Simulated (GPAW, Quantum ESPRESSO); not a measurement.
Consider SnO2 (Cassiterite, P4_2/mnm).

```
Sn O
1.0
     4.73800    0.00000    0.00000
     0.00000    4.73800    0.00000
     0.00000    0.00000    3.18650
Sn O
2 4
Direct
  0.50000 0.50000 0.50000
  0.00000 0.00000 0.00000
  0.80710 0.19290 0.50000
  0.69290 0.69290 0.00000
  0.19290 0.80710 0.50000
  0.30710 0.30710 0.00000
```

Absorber: atom 1, with 6 O at 2.05 Å (distorted octahedral, site symmetry mmm). Method: Quantum ESPRESSO XSpectra, PBE, full core hole (charged cell), 24-atom cell with 6.7 Å between holes, 3×3×3 k points, dipole transitions, Lorentzian half width 4.25 eV (not a setting of the program: the run's 0.4 eV curve was folded afterwards with a further Lorentzian).

Q: Where do the maxima of the Sn K edge fall?

Main maxima up to 30 eV above the zero (height): 8.2 eV (1.38). A K edge sees empty p states on the absorber. 

The Sn K spectrum (energy from the lowest empty level; intensity scaled to a mean of 1 over the first 20 eV; folded afterwards to Lorentzian half width 4.25 eV; the points at xe0, where the cut of filled states can leave a spike, are interpolated; polarised curves are means over the symmetry-equivalent atoms):

| E (eV) | isotropic | ε ⊥ c | ε ∥ c |
| --- | --- | --- | --- |
| -2.00 | 0.31 | 0.32 | 0.28 |
| -1.25 | 0.35 | 0.36 | 0.32 |
| -0.50 | 0.40 | 0.42 | 0.36 |
| 0.25 | 0.46 | 0.48 | 0.41 |
| 1.00 | 0.53 | 0.56 | 0.47 |
| 1.75 | 0.61 | 0.65 | 0.54 |
| 2.50 | 0.71 | 0.76 | 0.63 |
| 3.25 | 0.83 | 0.88 | 0.73 |
| 4.00 | 0.95 | 1.00 | 0.84 |
| 4.75 | 1.07 | 1.13 | 0.96 |
| 5.50 | 1.19 | 1.23 | 1.10 |
| 6.25 | 1.28 | 1.31 | 1.23 |
| 7.00 | 1.35 | 1.35 | 1.34 |
| 7.75 | 1.38 | 1.35 | 1.43 |
| 8.50 | 1.38 | 1.33 | 1.49 |
| 9.25 | 1.35 | 1.28 | 1.50 |
| 10.00 | 1.30 | 1.22 | 1.47 |
| 10.75 | 1.24 | 1.16 | 1.40 |
| 11.50 | 1.17 | 1.10 | 1.32 |
| 12.25 | 1.11 | 1.04 | 1.23 |
| 13.00 | 1.05 | 1.00 | 1.15 |
| 13.75 | 1.00 | 0.96 | 1.07 |
| 14.50 | 0.95 | 0.92 | 1.01 |
| 15.25 | 0.92 | 0.90 | 0.96 |
| 16.00 | 0.89 | 0.88 | 0.93 |
| 16.75 | 0.87 | 0.86 | 0.90 |
| 17.50 | 0.85 | 0.84 | 0.88 |
| 18.25 | 0.84 | 0.83 | 0.86 |
| 19.00 | 0.82 | 0.81 | 0.84 |
| 19.75 | 0.81 | 0.80 | 0.82 |
| 20.50 | 0.79 | 0.79 | 0.80 |
| 21.25 | 0.78 | 0.78 | 0.79 |
| 22.00 | 0.78 | 0.78 | 0.78 |
| 22.75 | 0.77 | 0.78 | 0.77 |
| 23.50 | 0.78 | 0.78 | 0.76 |
| 24.25 | 0.78 | 0.79 | 0.75 |
| 25.00 | 0.78 | 0.80 | 0.75 |
| 25.75 | 0.78 | 0.80 | 0.74 |
| 26.50 | 0.78 | 0.80 | 0.73 |
| 27.25 | 0.77 | 0.79 | 0.72 |
| 28.00 | 0.75 | 0.78 | 0.70 |
| 28.75 | 0.74 | 0.77 | 0.68 |
| 29.50 | 0.72 | 0.75 | 0.66 |
| 30.25 | 0.70 | 0.74 | 0.64 |
| 31.00 | 0.69 | 0.72 | 0.62 |
| 31.75 | 0.67 | 0.71 | 0.61 |

The structure is a published determination, not relaxed.

[Banner, clock and machine lines of the logs are left out without a mark of their own.]

[Logs are printed without paths, hosts, clocks, repeated set-up lines and the standing remarks that a program may print on its own settings, such as how far it seeks lower states.]

[Hosts, paths, dates, database ids (printed as entryN), source tags and the programs' standing remarks are cut or masked in the printed files.]

[Lists of maxima count a maximum above −3 eV only where it reaches 4 % of the highest in the window and stands out from its surroundings by 2 % of it (1.5 % where it reaches 55 %); shoulders and weaker maxima are passed over, and of the rest the first, up to two pre-edge ones and the few strongest are named.]
